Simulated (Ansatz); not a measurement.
# VH2 (Fm-3m): from the cell to its phonons

Aim: the phonons of VH2 (Fm-3m) at a cell relaxed beforehand at this level. After the zone centre comes a 4×4×4 q mesh on a 20×20×20 k mesh.

Program: Ansatz 0.2.0. Level of theory: DFT PBEsol, scalar-relativistic, plane waves, PAW; PAW set soft_1. Results are calculated unless marked as measured.

## (1) The starting structure

Symmetry: Fm-3m, No. 225, cubic system. Conventional cell: a = 4.164 Å, b = 4.164 Å, c = 4.164 Å, α = 90.00°, β = 90.00°, γ = 90.00°. Nearest to V lie 8 H at 1.80 Å. H has 4 V at 1.80 Å nearest. Farther neighbours are not listed.

## (2) Modes at Γ

The cell comes from relaxations at this level that are not shown. The zone centre comes first: it holds the modes that light can see, as far as symmetry allows. No field response is asked, since the mesh shows no gap.

Contents of input.yaml:

```yaml
crystal:
  lattice:
    - [0.0, 2.0820471831, 2.0820471831]
    - [2.0820471831, 0.0, 2.0820471831]
    - [2.0820471831, 2.0820471831, 0.0]
  atoms:
    - { symbol: V, position: [0.0, 0.0, 0.0] }
    - { symbol: H, position: [0.25, 0.25, 0.25] }
    - { symbol: H, position: [0.75, 0.75, 0.75] }
kpoints:
  mp_grid: { grid: [20, 20, 20] }
hamiltonian:
  xc: pbesol
  pseudopotentials: { kind: paw, azcp: { folder: soft_1 }, xc_functional: pbe }
scf:
  occupations: { method: methfessel_paxton, width: 0.2 }
output:
  eigenvalues: true
phonons:
  method: dfpt
```

Run with:

```console
> ansatz run input.yaml --threads 4 --pin off --max-ram 10240MiB --backend cpu --events-out ev --progress --plain --runs-dir out
```

Numbers of over 12 decimals in the logs are rounded to 6 here.

The program printed:

```text
zone centre: on kpoints.mp_grid the ground state, and the responses unless they are solved on pairs of k-points, stand on 641 of the mesh's 8000 k-points, reduced under 8 symmetry operations, with k and −k counted as one. Each operation leaves every solved displacement unchanged or reverses it
Engine: ansatz 0.2.0, aarch64-unknown-linux-gnu
Pseudopotentials: kind: paw
Pseudopotential: V, paw, valence charge 13, recommended cutoff 420 eV (normal), soft_1/V.paw.azcp
Pseudopotential: H, paw, valence charge 1, recommended cutoff 420 eV (normal), soft_1/H.paw.azcp
Functional definition: PBEsol
  exchange = pbesol_x
  correlation = pbesol_c
Crystal: 3 atoms, lattice volume = 18.051 Å³
Basis set: ecut = 420 eV, 339 PW (Γ), exchange–correlation on 40×40×40 points (8 copies of the dense FFT grid, shifted against one another)
Bands: 12, of which v1, the nominal top of the filled ones, is band 8 counted from 1 (7 counted from 0)
Symmetry: 48 space group operations
k-points: 641 of 8000 (irreducible under 8 space group operations, time reversal used)
Non-local potential: V, projectors of the file, l = 0: 3, l = 1: 2, l = 2: 3, l = 3: 1
Non-local potential: H, projectors of the file, l = 0: 2, l = 1: 1
PAW form: soft (Blöchl's): semilocal exchange-correlation on the pseudo side does not see the compensation charge
PAW frozen core: V, regenerated for the run's functional, and the local potential with it (the file was generated under x = pbe(κ = 0.804, μ = 0.219515), c = pbe(β = 0.066725))
PAW one-centre angular grid: V, 590 points (default); XC on 64 Gauss nodes
PAW one-centre angular grid: H, 110 points (default); XC on 64 Gauss nodes
Initial density: superposition of atomic densities (chi_scale 0.1, normalization cell, long waves kept (reshape's long-wave potential 0.00 eV rms))
Initial wavefunctions: pseudopotential atomic-orbital guess
Functional: x = pbesol(κ = 0.804, μ = 0.123457), c = pbesol(β = 0.046)
SCF iter   1: F=—  HF=-2918.093960 eV  |F-HF|=—  |Δ(HF+E_count)|=         —  Δρ=1.14e-1  dr2=2.10e0  ethr=3.10e-3  ⟨swp⟩=4.0  Hψ=37011  notcnv=0
preconditioner: auto → none  [metal: Δε(μ)=0.033 eV  Ē_g=9.054 eV  σ=0.200 eV  W_gap=0.14  n_scr=8 (ndim 8)  ℏωp=23.1 eV  f_vac=0.000  D(μ)=1.16/eV (n_scr^D=14)  sad-step TF]
SCF iter   2: F=—  HF=-2917.482848 eV  |F-HF|=—  |Δ(HF+E_count)|=   6.11e-1  S|Δr|=    0.00e0  Δρ=3.90e-2  dr2=1.97e-1  ethr=3.10e-3  ⟨swp⟩=2.4  Hψ=19948  notcnv=0  defer=60
SCF iter   3: F=—  HF=-2917.442264 eV  |F-HF|=—  |Δ(HF+E_count)|=   4.06e-2  S|Δr|=    0.00e0  Δρ=1.21e-2  dr2=2.07e-2  ethr=1.31e-3  ⟨swp⟩=2.2  Hψ=13662  notcnv=0  defer=60
SCF iter   4: F=—  HF=-2917.446550 eV  |F-HF|=—  |Δ(HF+E_count)|=   4.29e-3  S|Δr|=    0.00e0  Δρ=1.66e-3  dr2=2.75e-4  ethr=1.38e-4  ⟨swp⟩=2.1  Hψ=14573  notcnv=0  defer=50
SCF iter   5: F=—  HF=-2917.447058 eV  |F-HF|=—  |Δ(HF+E_count)|=   5.08e-4  S|Δr|=    0.00e0  Δρ=2.04e-4  dr2=7.22e-6  ethr=1.84e-6  ⟨swp⟩=2.0  Hψ=11052  notcnv=0  defer=48
SCF iter   6: F=—  HF=-2917.447055 eV  |F-HF|=—  |Δ(HF+E_count)|=   2.62e-6  S|Δr|=    0.00e0  Δρ=1.40e-5  dr2=3.58e-8  ethr=4.81e-8  ⟨swp⟩=2.4  Hψ=10830  notcnv=0  defer=48
SCF iter   7: F=—  HF=-2917.447056 eV  |F-HF|=—  |Δ(HF+E_count)|=   3.25e-7  S|Δr|=    0.00e0  Δρ=5.64e-7  dr2=3.25e-11  ethr=2.39e-10  ⟨swp⟩=2.5  Hψ=11248  notcnv=0  defer=48
SCF iter   8: F=-2917.447056 eV  HF=-2917.447056 eV  |F-HF|=4.55e-13  |Δ(HF+E_count)|=  1.18e-11  S|Δr|=    0.00e0  Δρ=4.32e-8  dr2=7.45e-14  ethr=1.00e-12  ⟨swp⟩=5.3  Hψ=28185  notcnv=0
SCF 1 converged in 8 iterations: F = -2917.447056 eV  dr2 = 7.45e-14
  greatest PAW one-centre occupation: 1.000 electrons in one spin orbital (limit 2), on the V atom at site 0 (counted from 0), in its partial waves of l = 0
DFPT response loops at Γ: preconditioner auto → Kerker (q_TF=auto, 2.645 Å⁻¹) (partly filled bands, converged f_vac=0.000); β = 1.00, the filter's whole step (`scf.mixing.beta` (0.50) is not read by the response loops under this deck's `scf.mixing.preconditioner`; to damp them name `kerker` or `kerker_dos`, under which they read `scf.mixing.beta`, and type it under 1.00, their step now; both keys bind the ground state too); Broyden in place of MSR1
SCF converged after 8 iterations
Stability not checked: this state was not tested for a lower state beside it, because cold or Methfessel-Paxton smearing, or corrected tetrahedra, fill the levels in a way that the test cannot read (fill_not_monotonic; see scf.lower_state_search)
Free energy (F): -2917.447056 eV
Harris-Foulkes:  -2917.447056 eV  (|F-HF|=4.55e-13)
Internal energy: -2917.448422 eV  (E = F + TS)
E sigma→0 (E₀):  -2917.447397 eV
Entropy (-TS):   0.001366 eV (0.455 meV/atom)
Fermi energy:    14.179574 eV
--- Per-component energies (eV) ---
  E_band       = -176.193857
  E_kinetic    = 326.542893
  E_local      = -1123.725149  (includes V_loc(G=0)·N_el)
  E_nonlocal   = 85.160603
  E_hartree    = 461.019762
  E_xc         = -133.619464
  E_vxc        = -170.473396  (∫ρ·V_xc dr)
  E_paw        = -1101.530485  (= ΣΔE_a)
  E_vpaw       = -215.737163  (= ΣTr[D̂ρ^β])
  E_aug_tail   = -0.001174  (compensation charges beyond the density's cutoff)
  E_ewald      = -1431.445085
  E_core_change = 0.149679  (= ΣΔE_core)
  E_smearing   = 0.001366  (= −TS)
  E_closure    = -0.000000  (closes the sum)
  Σ components = -2917.447056   (vs F -2917.447056, Δ=0.00e0)
--- Band table (eV; the first three rows and the last of 641) ---
  k-point 0: bands = [... 4 lower, 2.3994, 13.1329, 13.1329, 13.1329, 15.0007, 15.0007, 15.5286, 30.5670]
  k-point 1: bands = [... 4 lower, 2.4698, 12.7682, 13.1609, 13.1609, 14.9840, 14.9840, 15.9358, 29.6650]
  k-point 2: bands = [... 4 lower, 2.6776, 12.0429, 13.2379, 13.2379, 14.9426, 14.9426, 16.7780, 28.2941]
  k-point 640: bands = [... 4 lower, 7.9341, 7.9341, 11.3031, 14.5358, 15.9487, 17.9112, 17.9112, 20.9193]
--- Phonons (Γ-DFPT): 2 representative perturbations + reference, on 641 of 8000 k-points (Σ response iterations 7) ---
  k mesh reduced under 8 symmetry operations, with k and −k counted as one. Each operation leaves every solved displacement unchanged or reverses it
  ASR residual: 6.332e-6 → 0.000e0 eV/Å²; symmetrization residual: 3.347e-7 eV/Å²
  ASR residual per site (eV/Å²): 6.33e-6 3.11e-6 3.11e-6
  Γ frequencies (cm⁻¹): 0.00 0.00 0.00 1205.46 1205.46 1205.46 1382.49 1382.49 1382.49
  non-analytic LO–TO correction: not included (Born effective charges unavailable; polar crystals: no LO–TO splitting at Γ)
```

The job ended after 12 s (4 threads of Arm Neoverse V1, shared host; peak memory 0.7 GiB).

In the SCF lines HF is the Harris–Foulkes energy and dr2 the Hartree energy of the density residual, in eV; the loop may stop once dr2 is under the threshold and the program's other checks hold. Hψ counts applications of the Hamiltonian.

This run has no spin polarisation, although V can carry a moment.

This step gave:

```
volume per atom                                         : 6.017 Å³
gap on the k-mesh                                       : 0 eV
sum-rule residual before enforcement                    : 6.33e-6 eV/Å²
point group                                             : m-3m
highest optical mode at the zone centre (no LO-TO term) : 1382 cm⁻¹
lowest optical zone-centre mode                         : 1205 cm⁻¹
```

Patterns of degenerate modes are one choice out of their space. Modes at Γ, with each element's share of the kinetic energy:

```csv
mode,frequency (cm⁻¹),symmetry,V %,H %
1,0.0,acoustic,96,4
2,0.0,acoustic,96,4
3,0.0,acoustic,96,4
4,1205.5,T1u,4,96
5,1205.5,T1u,4,96
6,1205.5,T1u,4,96
7,1382.5,T2g,0,100
8,1382.5,T2g,0,100
9,1382.5,T2g,0,100
```

Displacements in mode 6 (1205.5 cm⁻¹), the largest set to 1:
```
V1   0.00 -0.04  0.00
H2   0.09  1.00  0.04
H3   0.09  1.00  0.04
```

Displacements in mode 7 (1382.5 cm⁻¹), the largest set to 1:
```
V1   0.00  0.00  0.00
H2  -1.00 -0.90  0.54
H3   1.00  0.90 -0.54
```

Before it was imposed, the acoustic sum rule was missed by 6.3e-6 eV/Å². Small misses are needed for a sound result but don't prove that mesh and cutoff are converged. The lowest optical mode is real, 1205 cm⁻¹.

## (3) The dispersion

Stability and thermal properties need the whole zone. Linear response on a 4×4×4 q mesh gives force constants as far as a supercell of that size would.

Changes to input.yaml since step 2:

```diff
@@ -20 +20,8 @@
   method: dfpt
+  qmesh: [4, 4, 4]
+  temperatures: { t_max: 1000, t_step: 50 }
+  qpath:
+    path:
+      - [[0.0, 0.0, 0.0], [0.5, 0.0, 0.5], [0.625, 0.25, 0.625]]
+      - [[0.375, 0.375, 0.75], [0.0, 0.0, 0.0], [0.5, 0.5, 0.5], [0.5, 0.25, 0.75], [0.5, 0.0, 0.5]]
+    npoints: 10
```

The program printed:

```text
[...]
Crystal: 3 atoms, lattice volume = 18.051 Å³
Basis set: ecut = 420 eV, 339 PW (Γ), exchange–correlation on 40×40×40 points (8 copies of the dense FFT grid, shifted against one another)
Bands: 12, of which v1, the nominal top of the filled ones, is band 8 counted from 1 (7 counted from 0)
Symmetry: 48 space group operations
k-points: 256 of 8000
[...]
SCF iter   1: F=—  HF=-2918.093963 eV  |F-HF|=—  |Δ(HF+E_count)|=         —  Δρ=1.14e-1  dr2=2.10e0  ethr=3.10e-3  ⟨swp⟩=4.0  Hψ=14778  notcnv=0
[...]
SCF iter   8: F=-2917.447056 eV  HF=-2917.447056 eV  |F-HF|=1.82e-12  |Δ(HF+E_count)|=  1.41e-11  S|Δr|=    0.00e0  Δρ=4.28e-8  dr2=7.27e-14  ethr=1.00e-12  ⟨swp⟩=5.3  Hψ=11315  notcnv=0
SCF 1 converged in 8 iterations: F = -2917.447056 eV  dr2 = 7.27e-14
[...]
phonons: the bands overlap, so this run is a metal and interpolates without the dipole-dipole term. If the crystal is really an insulator or semiconductor, its LO-TO splitting is missing
NSCF: frozen V_eff on 256 k-points
[...]
DFPT response loops at q = (0, 0, 0) (fractional): preconditioner auto → Kerker (q_TF=auto, 2.645 Å⁻¹) (partly filled bands, converged f_vac=0.000); β = 1.00, the filter's whole step (`scf.mixing.beta` (0.50) is not read by the response loops under this deck's `scf.mixing.preconditioner`; to damp them name `kerker` or `kerker_dos`, under which they read `scf.mixing.beta`, and type it under 1.00, their step now; both keys bind the ground state too); Broyden in place of MSR1
[...]
SCF converged after 8 iterations
[...]
Free energy (F): -2917.447056 eV
[...]
Internal energy: -2917.448422 eV  (E = F + TS)
E sigma→0 (E₀):  -2917.447397 eV
Entropy (-TS):   0.001366 eV (0.455 meV/atom)
Fermi energy:    14.179574 eV
[...]
--- Band table (eV; the first three rows and the last of 256) ---
  k-point 0: bands = [... 4 lower, 2.3994, 13.1329, 13.1329, 13.1329, 15.0007, 15.0007, 15.5286, 30.5670]
  k-point 1: bands = [... 4 lower, 2.4698, 12.7682, 13.1609, 13.1609, 14.9840, 14.9840, 15.9358, 29.6650]
  k-point 2: bands = [... 4 lower, 2.6776, 12.0429, 13.2379, 13.2379, 14.9426, 14.9426, 16.7780, 28.2941]
  k-point 255: bands = [... 4 lower, 7.9341, 7.9341, 11.3031, 14.5358, 15.9487, 17.9112, 17.9112, 20.9193]
--- Phonons (Γ-DFPT): 2 representative perturbations + reference (Σ response iterations 7) ---
  ASR residual: 1.810e-5 → 0.000e0 eV/Å²; symmetrization residual: 3.290e-9 eV/Å²
  ASR residual per site (eV/Å²): 1.81e-5 3.70e-6 3.70e-6
  Γ frequencies (cm⁻¹): 0.00 0.00 0.00 1205.46 1205.46 1205.46 1382.49 1382.49 1382.49
--- Phonons (arbitrary-q DFPT): 8 irreducible q on the 4×4×4 mesh ---
  q = [0.0000, 0.0000, 0.0000] (star 1, of the zone-centre solve; hermiticity 6.35e-10, symmetrization 2.66e-13): -0.00 -0.00 0.00 1205.46 1205.46 1205.46 1382.49 1382.49 1382.49
  q = [0.0000, 0.0000, 0.2500] (star 8, 2 solved perturbations on 4200 of 8000 k-point pairs; hermiticity 3.30e-8, symmetrization 1.47e-8): 134.25 134.25 226.90 1237.32 1237.32 1290.18 1386.00 1401.43 1401.43
[...]
q = [0.0000, 0.2500, 0.2500] (star 6, 4 solved perturbations in 6840 linear systems a pass and spin channel, the states on 2210 of 8000 k-point pairs; hermiticity 1.85e-7, symmetrization 9.26e-8): 159.81 159.81 249.12 1242.01 1242.01 1322.21 1361.55 1418.69 1418.69
[...]
sum rule: each row above includes the acoustic sum rule's correction from the zone centre's row sums; it moved no ω² by more than (1.00 cm⁻¹)²
  mesh force constants: q→R imaginary residual 2.22e-18; ASR residual 1.810e-5 → 0.000e0 eV/Å²; symmetrization residual 8.882e-15 eV/Å²
  interpolated dispersion: 62 rows × 9 modes
  density of states and harmonic sums: on the 28×28×28 q-mesh, interpolated from the force constants of a 4×4×4 supercell (no non-analytic term)
  largest difference from the sums on the solved wave vectors: F 1.05e-2 eV, S 1.45e-5 and C_V 4.03e-6 eV/K
  zero-point energy: 0.540130 eV/cell   skipped modes (ω ≤ 0): 3   left out of the sums: 1.52e-5 of the cell's modes: C_V's classical limit lies that fraction below 3 k_B per atom; for a crystal, a wire or a layer, F and S can be off by more, and a phonons.interpolated_qmesh denser along its periods is the remedy for the sampling
```

Elapsed: 6.9 min, on 4 threads; peak memory 4.5 GiB.

This step gave:

```yaml
sum_rule_residual_before_enforcement: 1.81e-5 eV/Å²
lowest_frequency_on_the_path: 0 cm⁻¹
highest_frequency_on_the_path_or_at_a_solved_wavevector: 1460 cm⁻¹
mean_frequency: 968.1 cm⁻¹
debye_temperature_second_moment: 2053 K
logarithmic_mean_frequency: 725.2 cm⁻¹
lowest_mode_on_the_q_mesh_acoustic_modes_at_gamma_apart: 134.2 cm⁻¹
zero_point_energy_per_atom: 180.0 meV
heat_capacity_at_300_k: 8.695 J/(mol atoms K)
vibrational_entropy_at_300_k: 8.77 J/(mol atoms K)
edges_of_the_widest_gap_between_branches_on_path_and_mesh: 301, 1206 cm⁻¹
```

Frequencies (cm⁻¹) solved at each irreducible wavevector; negative means imaginary. Frequencies by wavevector, by row:

```csv
q in reciprocal lattice units,star,mode 1,mode 2,mode 3,mode 4,mode 5,mode 6,mode 7,mode 8,mode 9
0 0 0,1,0,0,0,1206,1206,1206,1382,1382,1382
0 0 0.25,8,134.2,134.2,226.9,1237,1237,1290,1386,1401,1401
0 0 -0.5,4,196.3,196.3,262.3,1268,1268,1353,1360,1388,1388
0 0.25 0.25,6,159.8,159.8,249.1,1242,1242,1322,1362,1419,1419
0 0.25 -0.5,24,215.1,222.9,274.5,1269,1300,1306,1393,1402,1424
0 0.25 -0.25,12,190.2,202.2,269.6,1245,1316,1334,1371,1386,1414
0 -0.5 -0.5,3,230.2,230.2,301,1236,1319,1319,1395,1395,1447
0.25 -0.5 -0.25,6,216.5,264.5,264.5,1273,1282,1357,1357,1404,1460
```

(Part 1 of 2 ends here.)

[Logs are printed without paths, hosts, clocks, repeated set-up lines and the standing remarks that a program may print on its own settings, such as how far it seeks lower states.]

[Hosts, paths, dates, database ids (printed as entryN), source tags and the programs' standing remarks are cut or masked in the printed files.]
